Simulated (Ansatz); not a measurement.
**Tc of WC (P-6m2) from its phonons**

Wanted: λ, ω_log and Tc of WC (P-6m2). The cell shown first is a relaxed one, from steps not shown here.

Main program and level: Ansatz 0.2.0; DFT PBE, scalar-relativistic, plane waves, PAW; PAW set soft_1.

Report form: the programs' logs are mostly left out.

## (1) The cell after earlier relaxation steps

Symmetry: P-6m2, No. 187, hexagonal system. Conventional cell: a = 2.922 Å, b = 2.922 Å, c = 2.848 Å, α = 90.00°, β = 90.00°, γ = 120.00°. W has 6 C at 2.21 Å nearest. Nearest to C lie 6 W at 2.21 Å. Farther neighbours are not listed.

## (2) Resistivity: q 3×3×3, k 12×12×9, scattering 18×18×16

The run that gives the couplings also evaluates McMillan's and Allen and Dynes's formulas and, where asked, the Eliashberg equations, over a range of μ*.

Contents of input.yaml:

```yaml
crystal:
  lattice:
    - [2.9218771995, 0.0, 0.0]
    - [-1.4609385998, 2.5304198815, 0.0]
    - [0.0, 0.0, 2.8478469372]
  atoms:
    - { symbol: W, position: [0.0, 0.0, 0.0] }
    - { symbol: C, position: [0.6666666667, 0.3333333333, 0.5] }
kpoints:
  mp_grid: { grid: [12, 12, 9] }
hamiltonian:
  xc: pbe
  pseudopotentials: { kind: paw, azcp: { folder: soft_1 } }
scf:
  occupations: { method: methfessel_paxton, width: 0.2 }
output:
  eigenvalues: true
phonons:
  method: dfpt
  qmesh: [3, 3, 3]
  temperatures: { t_max: 1000, t_step: 50 }
  qpath:
    path:
      - [[0.0, 0.0, 0.0], [0.5, 0.0, 0.0], [0.33333333, 0.33333333, 0.0], [0.0, 0.0, 0.0], [0.0, 0.0, 0.5], [0.5, 0.0, 0.5], [0.33333333, 0.33333333, 0.5], [0.0, 0.0, 0.5]]
      - [[0.5, 0.0, 0.5], [0.5, 0.0, 0.0]]
    npoints: 6
  electrical_resistivity:
    mesh: [18, 18, 16]
    temperatures: [20.0, 50.0, 80.0, 100.0, 150.0, 200.0, 273.0, 300.0, 400.0, 500.0, 600.0, 800.0]
  superconductivity: { mesh: [18, 18, 16] }
```

The run is started by

```console
ansatz run input.yaml --threads 16 --pin off --max-ram 92160MiB --backend cuda --events-out ev --progress --plain --runs-dir out --max-vram 78GiB
```

Run time: 14 s. Hardware: 1 × NVIDIA GB200 with 16 threads of Arm Neoverse V2, shared host; peak memory 1.8 GiB.

This step gave:

```
volume per atom                                                                : 10.53 Å³/atom
metallic on mesh                                                               : yes
gap on the k-mesh                                                              : 0 eV
zero-point energy                                                              : 0.1541 eV/cell
share of imaginary modes in the plain interpolation between solved wavevectors : 0
highest frequency, solved or plainly interpolated                              : 754.2 cm⁻¹
Debye temperature (second moment)                                              : 869 K
resistivity at 300 K                                                           : 12.14 μΩ cm, mean of the axes
coupling constant λ                                                            : 0.1465
density of states at the Fermi level                                           : 0.1497 states/eV a spin and cell
log mean phonon energy ħω_log                                                  : 39.33 meV
transport coupling constant λ_tr                                               : 0.1564, 0.1564, 0.1405 (xx, yy, zz)
Drude plasma energy                                                            : 3.352, 3.352, 2.906 eV (xx, yy, zz)
resistivity times mean free path                                               : 23.76, 23.76, 32.12 × 10⁻¹⁶ Ω m² (xx, yy, zz)
second-moment phonon energy ħω₂                                                : 55.90 meV
coupling λ by branch                                                           : 0.0241, 0.0294, 0.02, 0.0391, 0.0158, 0.0182 (branches by rank of frequency)
```

An empty cell: under 1 mK by a formula, or no transition down to the floor of the Eliashberg search. Transition temperatures:

| μ* | McMillan Tc (K) | Allen–Dynes Tc (K) |
| --- | --- | --- |
| 0.08 | - | - |
| 0.1 | - | - |
| 0.12 | - | - |
| 0.13 | - | - |
| 0.14 | - | - |
| 0.16 | - | - |
| 0.2 | - | - |

## (3) Electron–phonon run: q 6×6×4, k 12×12×12, scattering 24×24×20

The next rung changes the q mesh, which sets the reach of the force constants and couplings; the k mesh of the density and its response; the scattering mesh, which samples the Fermi surface.

input.yaml, the sections that differ from step 2:

```yaml
kpoints:
  mp_grid: { grid: [12, 12, 12] }
phonons:
  method: dfpt
  qmesh: [6, 6, 4]
  temperatures: { t_max: 1000, t_step: 50 }
  qpath:
    path:
      - [[0.0, 0.0, 0.0], [0.5, 0.0, 0.0], [0.33333333, 0.33333333, 0.0], [0.0, 0.0, 0.0], [0.0, 0.0, 0.5], [0.5, 0.0, 0.5], [0.33333333, 0.33333333, 0.5], [0.0, 0.0, 0.5]]
      - [[0.5, 0.0, 0.5], [0.5, 0.0, 0.0]]
    npoints: 6
  electrical_resistivity:
    mesh: [24, 24, 20]
    temperatures: [20.0, 50.0, 80.0, 100.0, 150.0, 200.0, 273.0, 300.0, 400.0, 500.0, 600.0, 800.0]
  superconductivity: { mesh: [24, 24, 20] }
# crystal, hamiltonian, scf, output: as in step 2
```

Wall time 58 s (1 × NVIDIA GB200 with 16 threads); peak memory 6.2 GiB.

Numbers from this step:

```yaml
zero_point_energy: 0.1545 eV/cell
highest_frequency_solved_or_plainly_interpolated: 739.3 cm⁻¹
debye_temperature_second_moment: 872 K
resistivity_at_300_k: 12.25 μΩ cm, mean of the axes
coupling_constant_lambda: 0.1477
density_of_states_at_the_fermi_level: 0.1465 states/eV a spin and cell
log_mean_phonon_energy_omega_log: 40.92 meV
transport_coupling_constant_lambda_tr: 0.1559, 0.1559, 0.145 (xx, yy, zz)
drude_plasma_energy: 3.213, 3.213, 3.085 eV (xx, yy, zz)
resistivity_times_mean_free_path: 25.3, 25.3, 30.46 × 10⁻¹⁶ Ω m² (xx, yy, zz)
second_moment_phonon_energy_omega: 56.94 meV
coupling_lambda_by_branch: 0.0227, 0.0274, 0.0191, 0.0449, 0.0163, 0.0174 (branches by rank of frequency)
```

An empty cell: under 1 mK by a formula, or no transition down to the floor of the Eliashberg search. Transition temperatures:

| μ* | McMillan Tc (K) | Allen–Dynes Tc (K) |
| --- | --- | --- |
| 0.08 | - | - |
| 0.1 | - | - |
| 0.12 | - | - |
| 0.13 | - | - |
| 0.14 | - | - |
| 0.16 | - | - |
| 0.2 | - | - |

## (4) Electron–phonon run: q 6×6×4, k 18×18×20, scattering 30×30×24

The next rung changes the k mesh of the density and its response; the scattering mesh, which samples the Fermi surface.

Changes to input.yaml since step 3:

```diff
@@ -9,3 +9,3 @@
 kpoints:
-  mp_grid: { grid: [12, 12, 12] }
+  mp_grid: { grid: [18, 18, 20] }
 hamiltonian:
@@ -27,4 +27,4 @@
   electrical_resistivity:
-    mesh: [24, 24, 20]
+    mesh: [30, 30, 24]
     temperatures: [20.0, 50.0, 80.0, 100.0, 150.0, 200.0, 273.0, 300.0, 400.0, 500.0, 600.0, 800.0]
-  superconductivity: { mesh: [24, 24, 20] }
+  superconductivity: { mesh: [30, 30, 24] }
```

Run time: 75 s. Hardware: 1 × NVIDIA GB200 with 16 threads; peak memory 6.2 GiB; 7.7 min of CPU time.

This step gave:

- zero-point energy: 0.1542 eV/cell
- highest frequency, solved or plainly interpolated: 734.7 cm⁻¹
- Debye temperature (second moment): 871 K
- resistivity at 300 K: 12.37 μΩ cm, mean of the axes
- coupling constant λ: 0.1569
- density of states at the Fermi level: 0.1517 states/eV a spin and cell
- log mean phonon energy ħω_log: 41.69 meV
- transport coupling constant λ_tr: 0.1631, 0.1631, 0.1551 (xx, yy, zz)
- Drude plasma energy: 3.202, 3.202, 3.126 eV (xx, yy, zz)
- resistivity times mean free path: 24.94, 24.94, 29.41 × 10⁻¹⁶ Ω m² (xx, yy, zz)
- second-moment phonon energy ħω₂: 57.46 meV
- coupling λ by branch: 0.0231, 0.0275, 0.0194, 0.0519, 0.0175, 0.0174 (branches by rank of frequency)

An empty cell: under 1 mK by a formula, or no transition down to the floor of the Eliashberg search. Transition temperatures:

| μ* | McMillan Tc (K) | Allen–Dynes Tc (K) |
| --- | --- | --- |
| 0.08 | - | - |
| 0.1 | - | - |
| 0.12 | - | - |
| 0.13 | - | - |
| 0.14 | - | - |
| 0.16 | - | - |
| 0.2 | - | - |

The Eliashberg function α²F has structure finer than the step of the table below, so its rows give means over 2.5 meV, whole bins alone (the curve runs from 0.357 to 91.0 meV). Peaks (meV: height): α²F 26.05: 0.112, 66.02: 0.187, 74.58: 0.313, 77.44: 0.203, 84.57: 0.209; α²F tr 26.05: 0.151, 29.62: 0.0766, 64.59: 0.165, 73.15: 0.291, 74.58: 0.311, 77.44: 0.267, 84.57: 0.181.

Eliashberg function α²F against phonon energy; means over each step:

| phonon energy (meV) | α²F | α²F tr |
| --- | --- | --- |
| 2.5 | 4.2e-4 | 5.7e-5 |
| 5.0 | 0.00205 | 8.8e-4 |
| 7.5 | 0.00395 | 0.00291 |
| 10.0 | 0.00502 | 0.00419 |
| 12.5 | 0.00562 | 0.00465 |
| 15.0 | 0.00682 | 0.00554 |
| 17.5 | 0.0101 | 0.00836 |
| 20.0 | 0.0188 | 0.0168 |
| 22.5 | 0.0503 | 0.0540 |
| 25.0 | 0.0945 | 0.106 |
| 27.5 | 0.0609 | 0.0850 |
| 30.0 | 0.0427 | 0.0520 |
| 32.5 | 0.0112 | 0.0128 |
| 35.0 | 7.9e-4 | 9.5e-4 |
| 37.5 | 0 | 0 |
| 40.0 | 0 | 0 |
| 42.5 | 0 | 0 |
| 45.0 | 0 | 0 |
| 47.5 | 0 | 0 |
| 50.0 | 0 | 0 |
| 52.5 | 0 | 0 |
| 55.0 | 0 | 0 |
| 57.5 | 0 | 0 |
| 60.0 | 0 | 0 |
| 62.5 | 0.0189 | 0.0192 |
| 65.0 | 0.177 | 0.141 |
| 67.5 | 0.135 | 0.0919 |
| 70.0 | 0.0679 | 0.0608 |
| 72.5 | 0.152 | 0.165 |
| 75.0 | 0.210 | 0.215 |
| 77.5 | 0.164 | 0.211 |
| 80.0 | 0.105 | 0.123 |
| 82.5 | 0.103 | 0.115 |
| 85.0 | 0.139 | 0.124 |
| 87.5 | 0.0127 | 0.0125 |

The Eliashberg function α²F has structure finer than the step of the table below, so its rows give means over 2.5 meV, whole bins alone (the curve runs from 0.357 to 91.0 meV). Peaks (meV: height): α²F 26.05: 0.112, 66.02: 0.187, 74.58: 0.313, 77.44: 0.203, 84.57: 0.209; W 26.05: 0.111, 29.62: 0.0584; C 65.30: 0.185, 74.58: 0.306, 77.44: 0.201, 84.57: 0.208.

The Eliashberg function α²F by phonon energy; means over each step:

| phonon energy (meV) | α²F | W | C |
| --- | --- | --- | --- |
| 2.5 | 4.2e-4 | 4.2e-4 | 1.1e-5 |
| 5.0 | 0.00205 | 0.00195 | 1.2e-4 |
| 7.5 | 0.00395 | 0.00371 | 2.4e-4 |
| 10.0 | 0.00502 | 0.00475 | 3.0e-4 |
| 12.5 | 0.00562 | 0.00532 | 3.0e-4 |
| 15.0 | 0.00682 | 0.00647 | 3.0e-4 |
| 17.5 | 0.0101 | 0.00971 | 4.0e-4 |
| 20.0 | 0.0188 | 0.0183 | 5.2e-4 |
| 22.5 | 0.0503 | 0.0496 | 6.7e-4 |
| 25.0 | 0.0945 | 0.0937 | 7.7e-4 |
| 27.5 | 0.0609 | 0.0604 | 4.9e-4 |
| 30.0 | 0.0427 | 0.0425 | 2.2e-4 |
| 32.5 | 0.0112 | 0.0111 | 4.5e-5 |
| 35.0 | 7.9e-4 | 7.9e-4 | 0 |
| 37.5 | 0 | 0 | 0 |
| 40.0 | 0 | 0 | 0 |
| 42.5 | 0 | 0 | 0 |
| 45.0 | 0 | 0 | 0 |
| 47.5 | 0 | 0 | 0 |
| 50.0 | 0 | 0 | 0 |
| 52.5 | 0 | 0 | 0 |
| 55.0 | 0 | 0 | 0 |
| 57.5 | 0 | 0 | 0 |
| 60.0 | 0 | 0 | 0 |
| 62.5 | 0.0189 | 3.5e-5 | 0.0189 |
| 65.0 | 0.177 | 0.00111 | 0.175 |
| 67.5 | 0.135 | 0.00204 | 0.133 |
| 70.0 | 0.0679 | 0.00200 | 0.0659 |
| 72.5 | 0.152 | 0.00464 | 0.147 |
| 75.0 | 0.210 | 0.00462 | 0.206 |
| 77.5 | 0.164 | 0.00197 | 0.163 |
| 80.0 | 0.105 | 0.00106 | 0.104 |
| 82.5 | 0.103 | 6.1e-4 | 0.102 |
| 85.0 | 0.139 | 7.9e-4 | 0.138 |
| 87.5 | 0.0127 | 1.4e-4 | 0.0125 |

## (5) Summary of results

```
meshes                        : q 6×6×4, k 18×18×20, scattering 30×30×24
coupling constant λ           : 0.157
log mean phonon energy ħω_log : 41.7 meV
```

What this shows: In the last run (PBE, q 6×6×4, k 18×18×20, scattering 30×30×24), with λ = 0.16 and ħω_log = 41.7 meV, Tc at μ* = 0.13 is under 1 mK by the formulas. In that run Allen and Dynes's formula gives no transition above 0.05 K at μ* = 0.10 or more. By the run's own test λ is not converged in the fine mesh: it moves by 10 % between the two finest, and by up to 15 % in the other runs. The run's transport test calls it not converged in the mesh; ρ(300 K) moves by 41 % in the component that moves most. Over the runs, λ takes the values 0.146, 0.148 and 0.157, in the order shown. No spin–orbit coupling, which matters for W. μ* is a typed number, phonons are harmonic, and spin fluctuations are left out; with λ this near or under μ*(1 + 0.62 λ), the formulas give Tc only to its order of magnitude, or none.

[Logs are printed without paths, hosts, clocks, repeated set-up lines and the standing remarks that a program may print on its own settings, such as how far it seeks lower states.]

[Hosts, paths, dates, database ids (printed as entryN), source tags and the programs' standing remarks are cut or masked in the printed files.]
